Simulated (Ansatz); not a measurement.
# Cu2Ni, from a guessed structure to a relaxed one

Starting from a made-up structure for Cu2Ni, the aim is the relaxed cell, its shortest contacts and, where a second run follows, its electronic structure.

Program: Ansatz 0.2.0. Level of theory: DFT, PBE, plane-wave PAW, files of the set soft_1, scalar-relativistic, ferromagnetic start, cell and ions relaxed at zero pressure; PAW set soft_1. Results are calculated unless marked as measured.

**1. The starting structure**

The structure is hexagonal, space group P-6m2 (No. 187). The conventional cell has a = 2.481 Å, b = 2.481 Å, c = 11.833 Å, α = 90.00°, β = 90.00°, γ = 120.00°. Nearest to Cu lie 3 Ni at 2.36 Å and 9 Cu at 2.48 to 2.60 Å. Nearest to Cu lie 6 Ni at 2.36 Å and 6 Cu at 2.48 Å. Nearest to Cu lie 12 Cu at 2.48 to 2.60 Å. Nearest to Ni lie 6 Cu at 2.36 Å and 6 Ni at 2.48 Å. Farther neighbours are not listed.

**2. Relaxing cell and atoms**

The guess takes its coordinates from another compound and its volume from a rule, so the cell and any free coordinates are relaxed together.

input.yaml

```yaml
crystal:
  lattice:
    - [2.481, 0.0, 0.0]
    - [-1.2405, 2.148609027, 0.0]
    - [0.0, 0.0, 11.833]
  atoms:
    - { symbol: Cu, position: [0.666666667, 0.333333333, 0.6829], spin: 0.6 }
    - { symbol: Cu, position: [0.666666667, 0.333333333, 0.0], spin: 0.6 }
    - { symbol: Cu, position: [0.666666667, 0.333333333, 0.3171], spin: 0.6 }
    - { symbol: Cu, position: [0.0, 0.0, 0.5], spin: 0.6 }
    - { symbol: Ni, position: [0.0, 0.0, 0.8412], spin: 1.0 }
    - { symbol: Ni, position: [0.0, 0.0, 0.1588], spin: 1.0 }
magnetization:
  spin_polarized: true
kpoints:
  mp_grid: { grid: [12, 12, 3] }
scf:
  occupations: { method: fermi_dirac, width: 0.05 }
hamiltonian:
  xc: pbe
  pseudopotentials: { kind: paw, azcp: { folder: soft_1 } }
relax:
  f_tol: 0.015
  max_steps: 70
  cell: {}
output:
  forces: true
  stress: true
```

Launch:

```console
> ansatz run input.yaml --threads 4 --pin off --max-ram 10240MiB --backend cpu --events-out ev --progress --plain --runs-dir out
```

Numbers of over 12 decimals in the logs are rounded to 6 here.

Output:

```text
Engine: ansatz 0.2.0, x86_64-unknown-linux-gnu
Pseudopotentials: kind: paw
Pseudopotential: Cu, paw, valence charge 19, recommended cutoff 420 eV (normal), soft_1/Cu.paw.azcp
Pseudopotential: Ni, paw, valence charge 18, recommended cutoff 420 eV (normal), soft_1/Ni.paw.azcp
Functional definition: PBE
  parameter kappa = 0.804
  parameter beta = 0.066725
  exchange = pbe_x(kappa = kappa, mu = beta*pi^2/3)
  correlation = pbe_c(beta = beta)
Crystal: 6 atoms, lattice volume = 63.078 Å³
Basis set: ecut = 420 eV, 1185 PW (Γ), exchange–correlation on 36×36×160 points (8 copies of the dense FFT grid, shifted against one another)
Bands: 70, of which v1, the nominal top of the filled ones, is band 56 counted from 1 (55 counted from 0)
Symmetry: 12 space group operations
Space group: P-6m2 (ITA 187), of the structure as read, at distance tolerance 4.0e-5 Å
Magnetic group: BNS 187.209 (UNI 1439), of the structure as read, at distance tolerance 4.0e-5 Å
k-points: 38 of 432 (time reversal used)
Non-local potential: Cu, projectors of the file, l = 0: 3, l = 1: 2, l = 2: 3, l = 3: 1
Non-local potential: Ni, projectors of the file, l = 0: 3, l = 1: 2, l = 2: 3, l = 3: 1
PAW form: soft (Blöchl's): semilocal exchange-correlation on the pseudo side does not see the compensation charge
PAW one-centre angular grid: Cu, 590 points (default); XC on 64 Gauss nodes
PAW one-centre angular grid: Ni, 590 points (default); XC on 64 Gauss nodes
Initial density: superposition of atomic densities (chi_scale 0.1, normalization cell)
Starting moments: Σ|m| = 4.4 μB on 6 of 6 sites
Initial wavefunctions: pseudopotential atomic-orbital guess
Functional: x = pbe(κ = 0.804, μ = 0.219515), c = pbe(β = 0.066725)
SCF iter   1: F=—  HF=-38180.179362 eV  |F-HF|=—  |Δ(HF+E_count)|=         —  Δρ=1.76e-1 (↑1.76e-1 ↓1.67e-1)  dr2=7.20e1  dr2_m=7.06e-1  M=1.516 μB ∫|m|=1.729 μB  β_m=0.30  ethr=3.10e-3  ⟨swp⟩=5.2  Hψ=16963  notcnv=0  defer=50
Mixer restart at iter 1: flushing history
preconditioner: auto → Kerker (q_TF=auto, 3.002 Å⁻¹)  [metal: Δε(μ)=0.005 eV  Ē_g=10.777 eV  σ=0.050 eV  W_gap=0.03  n_scr=28 (ndim 8)  ℏωp=37.4 eV  f_vac=0.000  D(μ)=9.98/eV (n_scr^D=164)]
spin=Collinear: Kerker preconditioning applied to the charge; magnetization (m = ρ↑ − ρ↓) channel mixes plain (no charge-response kernel on spin).
SCF iter   2: F=—  HF=-38179.490960 eV  |F-HF|=—  |Δ(HF+E_count)|=   6.88e-1  Δρ=4.29e-2 (↑4.29e-2 ↓3.52e-2)  dr2=4.90e0  dr2_m=4.05e-1  M=1.283 μB ∫|m|=1.631 μB  β_m=0.32  ethr=3.10e-3  ⟨swp⟩=3.1  Hψ=11512  notcnv=0  defer=403
SCF iter   3: F=—  HF=-38178.995045 eV  |F-HF|=—  |Δ(HF+E_count)|=   4.96e-1  Δρ=5.44e-2 (↑4.48e-2 ↓5.44e-2)  dr2=1.35e1  dr2_m=4.01e-1  M=0.977 μB ∫|m|=1.344 μB  β_m=0.38  ethr=3.10e-3  ⟨swp⟩=2.0  Hψ=8068  notcnv=0  defer=439
SCF iter   4: F=—  HF=-38179.502727 eV  |F-HF|=—  |Δ(HF+E_count)|=   5.08e-1  Δρ=3.39e-2 (↑2.36e-2 ↓3.39e-2)  dr2=4.27e0  dr2_m=1.88e-1  M=0.633 μB ∫|m|=0.949 μB  β_m=0.39  ethr=3.10e-3  ⟨swp⟩=3.0  Hψ=8254  notcnv=0  defer=440
SCF iter   5: F=—  HF=-38179.500916 eV  |F-HF|=—  |Δ(HF+E_count)|=   1.81e-3  Δρ=2.84e-2 (↑2.49e-2 ↓2.84e-2)  dr2=4.51e0  dr2_m=1.11e-1  M=0.524 μB ∫|m|=0.798 μB  β_m=0.40  ethr=3.10e-3  ⟨swp⟩=2.0  Hψ=7099  notcnv=0  defer=459
SCF iter   6: F=—  HF=-38179.453760 eV  |F-HF|=—  |Δ(HF+E_count)|=   4.72e-2  Δρ=1.58e-2 (↑8.62e-3 ↓1.58e-2)  dr2=1.62e0  dr2_m=4.59e-2  M=0.529 μB ∫|m|=0.720 μB  β_m=0.40  ethr=3.10e-3  ⟨swp⟩=2.0  Hψ=5915  notcnv=0  defer=463
SCF iter   7: F=—  HF=-38179.416883 eV  |F-HF|=—  |Δ(HF+E_count)|=         —  Δρ=1.72e-2 (↑1.72e-2 ↓7.53e-3)  dr2=2.43e-1  dr2_m=5.82e-2  M=0.341 μB ∫|m|=0.426 μB  β_m=0.40  ethr=1.45e-3  ⟨swp⟩=2.0  Hψ=6634  notcnv=0  defer=475
SCF iter   8: F=—  HF=-38179.380433 eV  |F-HF|=—  |Δ(HF+E_count)|=   3.64e-2  Δρ=1.15e-2 (↑1.15e-2 ↓4.20e-3)  dr2=1.29e-1  dr2_m=1.05e-2  M=0.283 μB ∫|m|=0.370 μB  β_m=0.63  ethr=2.17e-4  ⟨swp⟩=2.0  Hψ=5903  notcnv=0  defer=475
SCF iter   9: F=—  HF=-38179.420488 eV  |F-HF|=—  |Δ(HF+E_count)|=   4.01e-2  Δρ=9.19e-3 (↑8.29e-3 ↓9.19e-3)  dr2=1.19e-1  dr2_m=1.67e-3  M=0.249 μB ∫|m|=0.338 μB  β_m=0.47  ethr=1.15e-4  ⟨swp⟩=2.0  Hψ=8670  notcnv=0  defer=476
SCF iter  10: F=—  HF=-38179.400763 eV  |F-HF|=—  |Δ(HF+E_count)|=   1.97e-2  Δρ=2.83e-3 (↑1.37e-3 ↓2.83e-3)  dr2=5.71e-3  dr2_m=1.38e-3  M=0.238 μB ∫|m|=0.328 μB  β_m=0.73  ethr=1.07e-4  ⟨swp⟩=2.0  Hψ=8351  notcnv=0  defer=476
SCF iter  11: F=—  HF=-38179.402375 eV  |F-HF|=—  |Δ(HF+E_count)|=   1.61e-3  Δρ=1.87e-3 (↑1.70e-3 ↓1.87e-3)  dr2=2.03e-3  dr2_m=1.32e-3  M=0.225 μB ∫|m|=0.295 μB  β_m=0.87  ethr=5.10e-6  ⟨swp⟩=2.0  Hψ=7305  notcnv=0  defer=476
SCF iter  12: F=—  HF=-38179.403832 eV  |F-HF|=—  |Δ(HF+E_count)|=   1.46e-3  Δρ=2.22e-3 (↑2.22e-3 ↓1.75e-3)  dr2=1.30e-2  dr2_m=4.12e-4  M=0.192 μB ∫|m|=0.238 μB  β_m=0.74  ethr=1.81e-6  ⟨swp⟩=2.0  Hψ=9610  notcnv=0  defer=476  recentre
SCF iter  13: F=—  HF=-38179.402949 eV  |F-HF|=—  |Δ(HF+E_count)|=   8.83e-4  Δρ=1.28e-3 (↑1.05e-3 ↓1.28e-3)  dr2=1.31e-3  dr2_m=1.04e-4  M=0.205 μB ∫|m|=0.258 μB  β_m=0.70  ethr=1.81e-6  ⟨swp⟩=2.0  Hψ=9822  notcnv=0  defer=476
SCF iter  14: F=—  HF=-38179.402725 eV  |F-HF|=—  |Δ(HF+E_count)|=   2.24e-4  Δρ=9.01e-4 (↑8.60e-4 ↓9.01e-4)  dr2=3.47e-4  dr2_m=3.70e-4  M=0.189 μB ∫|m|=0.236 μB  β_m=0.68  ethr=1.17e-6  ⟨swp⟩=2.0  Hψ=9717  notcnv=0  defer=476
SCF iter  15: F=—  HF=-38179.402858 eV  |F-HF|=—  |Δ(HF+E_count)|=   1.34e-4  Δρ=1.32e-3 (↑1.32e-3 ↓3.44e-4)  dr2=1.82e-3  dr2_m=1.82e-4  M=0.176 μB ∫|m|=0.217 μB  β_m=0.51  ethr=3.10e-7  ⟨swp⟩=2.0  Hψ=9313  notcnv=0  defer=476  recentre
SCF iter  16: F=—  HF=-38179.402677 eV  |F-HF|=—  |Δ(HF+E_count)|=   1.81e-4  Δρ=4.43e-4 (↑3.52e-4 ↓4.43e-4)  dr2=4.72e-5  dr2_m=8.61e-5  M=0.168 μB ∫|m|=0.207 μB  β_m=0.59  ethr=3.10e-7  ⟨swp⟩=2.0  Hψ=9293  notcnv=0  defer=476
SCF iter  17: F=—  HF=-38179.402703 eV  |F-HF|=—  |Δ(HF+E_count)|=   2.52e-5  Δρ=3.51e-4 (↑1.17e-4 ↓3.51e-4)  dr2=1.20e-4  dr2_m=2.17e-5  M=0.143 μB ∫|m|=0.174 μB  β_m=0.81  ethr=4.21e-8  ⟨swp⟩=2.0  Hψ=9159  notcnv=0  defer=476
SCF iter  18: F=—  HF=-38179.402719 eV  |F-HF|=—  |Δ(HF+E_count)|=   1.62e-5  Δρ=3.22e-4 (↑2.92e-4 ↓3.22e-4)  dr2=1.73e-4  dr2_m=2.21e-6  M=0.138 μB ∫|m|=0.168 μB  β_m=0.14  ethr=4.21e-8  ⟨swp⟩=2.0  Hψ=9447  notcnv=0  defer=476
SCF iter  19: F=—  HF=-38179.402697 eV  |F-HF|=—  |Δ(HF+E_count)|=   2.21e-5  Δρ=9.67e-5 (↑9.67e-5 ↓9.09e-5)  dr2=2.97e-5  dr2_m=1.29e-6  M=0.131 μB ∫|m|=0.159 μB  β_m=0.47  ethr=4.21e-8  ⟨swp⟩=2.0  Hψ=7697  notcnv=0  defer=476
[...]
SCF 3 converged in 18 iterations: F = -38180.051206 eV  dr2 = 1.37e-7
  greatest PAW one-centre occupation: 1.000 electrons in one spin orbital (limit 2), on the Ni atom at site 5 (counted from 0), in its partial waves of l = 1
relax step   3: F+E_penalty+E_count = -38180.05120649 eV  Δ(F+E_penalty+E_count) = -2.217e-1 eV  max|allowed force component| = 2.044e-1 eV/Å  Δτ_max = 0.0747 Å  P = +1.909 GPa  Ω = 68.502 Å³  energy of the carried Pulay correction = -4.644e-3 eV  (18 SCF iters, dr2 threshold 6.00e-7 eV, accepted)
[...]
relax step   4: F+E_penalty+E_count = -38180.06628432 eV  Δ(F+E_penalty+E_count) = -1.508e-2 eV  max|allowed force component| = 1.286e-2 eV/Å  Δτ_max = 0.0242 Å  P = -0.133 GPa  Ω = 69.270 Å³  energy of the carried Pulay correction = -5.272e-3 eV  (16 SCF iters, dr2 threshold 6.00e-7 eV, accepted)
[...]
relax step   5: F+E_penalty+E_count = -38180.06656762 eV  Δ(F+E_penalty+E_count) = -2.833e-4 eV  max|allowed force component| = 1.079e-3 eV/Å  Δτ_max = 0.0019 Å  P = +0.018 GPa  Ω = 69.200 Å³  energy of the carried Pulay correction = -5.214e-3 eV  (15 SCF iters, dr2 threshold 2.25e-7 eV, accepted)
[...]
relax step   6: F+E_penalty+E_count = -38180.07081675 eV  Δ(F+E_penalty+E_count) = -4.249e-3 eV  max|allowed force component| = 1.442e-3 eV/Å  Δτ_max = 0.0000 Å  P = +0.014 GPa  Ω = 69.200 Å³  stress off target by 1.00e-1 GPa  SCF on the basis re-selected at this cell (its energy is not comparable with the rows above)  (15 SCF iters)
[...]
relax step   7: F+E_penalty+E_count = -38180.07082578 eV  Δ(F+E_penalty+E_count) = -9.021e-6 eV  max|allowed force component| = 3.444e-4 eV/Å  Δτ_max = 0.0004 Å  P = -0.001 GPa  Ω = 69.207 Å³  energy of the carried Pulay correction = -4.240e-6 eV  (15 SCF iters, dr2 threshold 2.50e-8 eV, accepted)
iter 1 solved again at ethr=8.10e-9 eV; its pass at ethr=3.10e-3 eV (dr2=9.07e-6 eV) is discarded
SCF iter   1: F=—  HF=-38180.070761 eV  |F-HF|=—  |Δ(HF+E_count)|=         —  Δρ=9.93e-5 (↑9.93e-5 ↓9.70e-5)  dr2=5.48e-7  dr2_m=9.37e-10  M=0.152 μB ∫|m|=0.200 μB  β_m=0.65  ethr=8.10e-9  ⟨swp⟩=3.3  Hψ=32813  notcnv=0
preconditioner: auto → Kerker (q_TF=auto, 2.556 Å⁻¹)  [metal: Δε(μ)=0.011 eV  Ē_g=10.936 eV  σ=0.050 eV  W_gap=0.06  n_scr=10 (ndim 8)  ℏωp=35.7 eV  f_vac=0.000  D(μ)=3.74/eV (n_scr^D=42)]
spin=Collinear: Kerker preconditioning applied to the charge; magnetization (m = ρ↑ − ρ↓) channel mixes plain (no charge-response kernel on spin).
SCF iter   2: F=—  HF=-38180.070836 eV  |F-HF|=—  |Δ(HF+E_count)|=   7.58e-5  Δρ=3.57e-5 (↑3.57e-5 ↓3.49e-5)  dr2=7.13e-8  dr2_m=1.16e-10  M=0.152 μB ∫|m|=0.200 μB  β_m=0.65  ethr=4.89e-10  ⟨swp⟩=1.2  Hψ=5346  notcnv=0
SCF iter   3: F=—  HF=-38180.070848 eV  |F-HF|=—  |Δ(HF+E_count)|=   1.12e-5  Δρ=1.96e-6 (↑1.89e-6 ↓1.96e-6)  dr2=7.19e-9  dr2_m=7.51e-12  M=0.152 μB ∫|m|=0.200 μB  β_m=0.45  ethr=6.37e-11  ⟨swp⟩=1.2  Hψ=5347  notcnv=0
SCF iter   4: F=—  HF=-38180.070848 eV  |F-HF|=—  |Δ(HF+E_count)|=   1.16e-9  Δρ=2.96e-7 (↑1.61e-7 ↓2.96e-7)  dr2=5.33e-11  dr2_m=7.75e-12  M=0.152 μB ∫|m|=0.200 μB  β_m=0.45  ethr=6.42e-12  ⟨swp⟩=2.0  Hψ=8700  notcnv=0
SCF iter   5: F=—  HF=-38180.070832 eV  |F-HF|=—  |Δ(HF+E_count)|=   1.58e-5  Δρ=2.45e-7 (↑1.37e-7 ↓2.45e-7)  dr2=1.09e-10  dr2_m=2.25e-12  M=0.152 μB ∫|m|=0.200 μB  β_m=0.55  ethr=1.00e-12  ⟨swp⟩=2.0  Hψ=7978  notcnv=0
SCF iter   6: F=—  HF=-38180.070832 eV  |F-HF|=—  |Δ(HF+E_count)|=  7.28e-12  Δρ=2.49e-7 (↑2.07e-7 ↓2.49e-7)  dr2=4.94e-12  dr2_m=3.13e-11  M=0.152 μB ∫|m|=0.200 μB  β_m=0.78  ethr=1.00e-12  ⟨swp⟩=1.0  Hψ=5320  notcnv=0  recentre
SCF iter   7: F=—  HF=-38180.070832 eV  |F-HF|=—  |Δ(HF+E_count)|=  7.28e-12  Δρ=2.50e-7 (↑1.95e-7 ↓2.50e-7)  dr2=6.95e-12  dr2_m=2.94e-11  M=0.152 μB ∫|m|=0.200 μB  β_m=0.89  ethr=1.00e-12  ⟨swp⟩=1.0  Hψ=5320  notcnv=0
SCF iter   8: F=-38180.070832 eV  HF=-38180.070832 eV  |F-HF|=4.37e-11  |Δ(HF+E_count)|=  1.46e-11  Δρ=1.72e-7 (↑6.93e-8 ↓1.72e-7)  dr2=5.91e-11  dr2_m=1.91e-12  M=0.152 μB ∫|m|=0.200 μB  ethr=1.00e-12  ⟨swp⟩=2.0  Hψ=15103  notcnv=0
the starting moments were not kept: the SCF closed with an absolute magnetisation of 1.9e-1 μB, where they sum to 4.4 μB in size (6 sites). That is at most 0.1 of that sum.
SCF 8 converged in 8 iterations: F = -38180.070832 eV  dr2 = 5.91e-11
relax step   8: F+E_penalty+E_count = -38180.07083184 eV  Δ(F+E_penalty+E_count) = -6.067e-6 eV  max|allowed force component| = 3.432e-4 eV/Å  Δτ_max = 0.0000 Å  P = -0.001 GPa  Ω = 69.207 Å³  stress off target by 1.02e-3 GPa  SCF on the basis re-selected at this cell (its energy is not comparable with the rows above)  (8 SCF iters)
basis re-selected at this cell: Δ(F+E_penalty+E_count) = -6.067e-6 eV, ΔP = -0.000 GPa vs the last step (what re-selecting the basis moved, of the pressure what is left beyond the Pulay correction that the steps carried, after the strain that the cell walked since its last selection, with what the two solves' SCF thresholds leave and, on support functions, any second-order correction that the steps lacked; it is no m [...]
SCF converged after 8 iterations
Magnetization: 0.1521 μB (56.0761 up, 55.9239 down)
Absolute magnetization: 0.2002 μB (∫|ρ↑−ρ↓|, with the PAW one-centre terms)
Spin contamination: 0.0034 ħ² per cell (⟨S²⟩ above its minimum at these occupations)
Per-site moments (μB) at R_I (Å): [(-0.0021129, 1.040172), (-0.00233568, 1.040172), (-0.0021129, 1.040172), (-0.00172803, 1.040172), (0.087215, 1.040172), (0.087215, 1.040172)]
Free energy (F): -38180.070832 eV
Harris-Foulkes:  -38180.070832 eV  (|F-HF|=4.37e-11)
Internal energy: -38180.039112 eV  (E = F + TS)
E sigma→0 (E₀):  -38180.054972 eV
Entropy (-TS):   -0.031720 eV (-5.287 meV/atom)
Fermi energy:    16.680265 eV
--- Per-component energies (eV) ---
  E_band       = -2048.882000
  E_kinetic    = 1726.542610
  E_local      = -23532.749923  (includes V_loc(G=0)·N_el)
  E_nonlocal   = 3323.854332
  E_hartree    = 10622.124209
  E_xc         = -501.501014
  E_vxc        = -647.316578  (∫ρ·V_xc dr)
  E_paw        = -10573.354711  (= ΣΔE_a)
  E_vpaw       = -4163.465749  (= ΣTr[D̂ρ^β])
  E_aug_tail   = 0.005200  (compensation charges beyond the density's cutoff)
  E_ewald      = -19244.959815
  E_smearing   = -0.031720  (= −TS)
  E_closure    = -0.000000  (closes the sum)
  Σ components = -38180.070832   (vs F -38180.070832, Δ=0.00e0)
--- Forces (eV/Å), atoms counted from 1 ---
  atom   1  Cu    -0.00000000     0.00000000    -0.00000532
  atom   2  Cu    -0.00000000     0.00000000    -0.00000000
  atom   3  Cu    -0.00000000     0.00000000     0.00000532
  atom   4  Cu     0.00000000    -0.00000000     0.00000000
  atom   5  Ni    -0.00000000    -0.00000000    -0.00034318
  atom   6  Ni    -0.00000000    -0.00000000     0.00034318
  max |Σ_I F_I| component: 7.40e-17 eV/Å
--- Stress (GPa, compression-positive) ---
       -0.001023       0.000000      -0.000000
        0.000000      -0.001023       0.000000
       -0.000000       0.000000      -0.000566
  P = ⅓ Tr σ = -0.0009 GPa (-0.009 kbar)
--- Relaxed structure (6 steps of the walk, 6 accepted, 2 SCFs on fresh bases) ---
  F+E_penalty+E_count = -38180.07083184 eV   max|allowed force component| = 3.432e-4 eV/Å   (the final SCF, on the basis selected at the relaxed cell)
  cell:  # Å, volume = 69.2075 Å³
    - [2.521628, 4.510635012979475e-18, 0]
    - [-1.260814, 2.183794, 0]
    - [0, 0, 12.567833]
  atoms:
    - { symbol: Cu, position: [0.666667, 0.333333, 0.669914] }
    - { symbol: Cu, position: [0.666667, 0.333333, 0] }
    - { symbol: Cu, position: [0.666667, 0.333333, 0.330086] }
    - { symbol: Cu, position: [-2.775557561562892e-17, 1.8503717085702407e-17, 0.5] }
    - { symbol: Ni, position: [-2.7755575615628914e-17, 1.8503717085702407e-17, 0.834548] }
    - { symbol: Ni, position: [-2.7755575615628914e-17, 1.8503717085702407e-17, 0.165452] }
```

It took 89 s on 4 threads of Intel Xeon Platinum 8375C at 2.90GHz (Ice Lake), shared host; peak memory 0.63 GiB; 5.6 min of CPU time.

Step by step:

| step | energy less that of the first step (eV) | largest force component (eV/Å) | pressure (GPa) | volume (Å³) |
| --- | --- | --- | --- | --- |
| 1 | 0.0000 | 1.5722 | 21.92 | 63.08 |
| 2 | -0.4269 | 0.9019 | 11.13 | 65.65 |
| 3 | -0.6485 | 0.2044 | 1.91 | 68.50 |
| 4 | -0.6636 | 0.0129 | -0.13 | 69.27 |
| 5 | -0.6639 | 0.0011 | 0.02 | 69.20 |
| 6* | -0.6681 | 0.0014 | 0.01 | 69.20 |
| 7 | -0.6681 | 0.0003 | 0.00 | 69.21 |
| 8* | -0.6681 | 0.0003 | 0.00 | 69.21 |

Relaxation steps marked * repeat the geometry before them on a plane-wave basis chosen anew for their cell, so energy and pressure can jump there.

The run keeps the 12 symmetry operations that it works with, so distortions that break them were not tested.

| conventional cell, symmetrised | before | after | change |
| --- | --- | --- | --- |
| a (Å) | 2.481 | 2.522 | +1.6 % |
| b (Å) | 2.481 | 2.522 | +1.6 % |
| c (Å) | 11.833 | 12.568 | +6.2 % |
| volume (Å³/atom) | 10.51 | 11.53 | +9.7 % |

The atoms that moved most (Å, as changes of fractional coordinates times the final cell):

| atom | dx | dy | dz | length |
| --- | --- | --- | --- | --- |
| Cu1 | 0.000 | 0.000 | -0.163 | 0.163 |
| Cu3 | 0.000 | 0.000 | 0.163 | 0.163 |
| Ni6 | 0.000 | 0.000 | 0.084 | 0.084 |
| Ni5 | 0.000 | 0.000 | -0.084 | 0.084 |

Final coordinates:

```cif
data_structure
_symmetry_space_group_name_H-M 'P 1'
_symmetry_Int_Tables_number 1
_cell_length_a 2.5216
_cell_length_b 2.5216
_cell_length_c 12.5678
_cell_angle_alpha 90.000
_cell_angle_beta 90.000
_cell_angle_gamma 120.000
_cell_volume 69.21
loop_
_atom_site_label
_atom_site_type_symbol
_atom_site_fract_x
_atom_site_fract_y
_atom_site_fract_z
_atom_site_occupancy
Cu1 Cu 0.66667 0.33333 0.66991 1
Cu2 Cu 0.66667 0.33333 0.00000 1
Cu3 Cu 0.66667 0.33333 0.33009 1
Cu4 Cu 0.00000 0.00000 0.50000 1
Ni5 Ni 0.00000 0.00000 0.83455 1
Ni6 Ni 0.00000 0.00000 0.16545 1
```

This step gave:

```yaml
free_energy: -38180.0708 eV
energy_at_zero_smearing: -38180.0550 eV
smearing_term_ts: 0.03172 eV
fermi_energy: 16.68 eV
magnetization: 0.1521 μB
absolute_magnetization: 0.2002 μB
site_moments: -0.002113, -0.002336, -0.002113, -0.001728, 0.08721, 0.08721 μB
electrons: 112
symmetry_operations: 12
pressure: -8.71e-4 GPa
```

Shortest distances by pair of elements, guess and relaxed (not always the same contact):

| pair | guess (Å) | relaxed (Å) |
| --- | --- | --- |
| Cu–Cu | 2.481 | 2.522 |
| Ni–Ni | 2.481 | 2.522 |
| Cu–Ni | 2.358 | 2.530 |

The relaxation ends with a largest force component of 3.4e-4 eV/Å and a pressure of 0.00 GPa.

**3. Outcome**

| Quantity | Value |
| --- | --- |
| space group, relaxed | P-6m2 |
| conventional cell | a = 2.522, b = 2.522, c = 12.568 Å; α = 90.0°, β = 90.0°, γ = 120.0° |
| volume per atom | 11.53 Å³ (guess 10.51) |
| total moment | 0.15 μB in the cell of 6 atoms |

Cu2Ni relaxes to P-6m2 with a = 2.522, b = 2.522 and c = 12.568 Å. The guessed volume was 9 % too small. The space group P-6m2 was held in the relaxation, so the end point is a stationary structure within it and may be a saddle against distortions or other arrangements. The input starts from parallel moments, and no other start was typed. Mesh and cutoff weren't tested. No dispersion term is used, so weakly bound directions may come out too long. Nothing here tests whether the compound is stable against decomposition.

[Logs are printed without paths, hosts, clocks, repeated set-up lines and the standing remarks that a program may print on its own settings, such as how far it seeks lower states.]

[Hosts, paths, dates, database ids (printed as entryN), source tags and the programs' standing remarks are cut or masked in the printed files.]
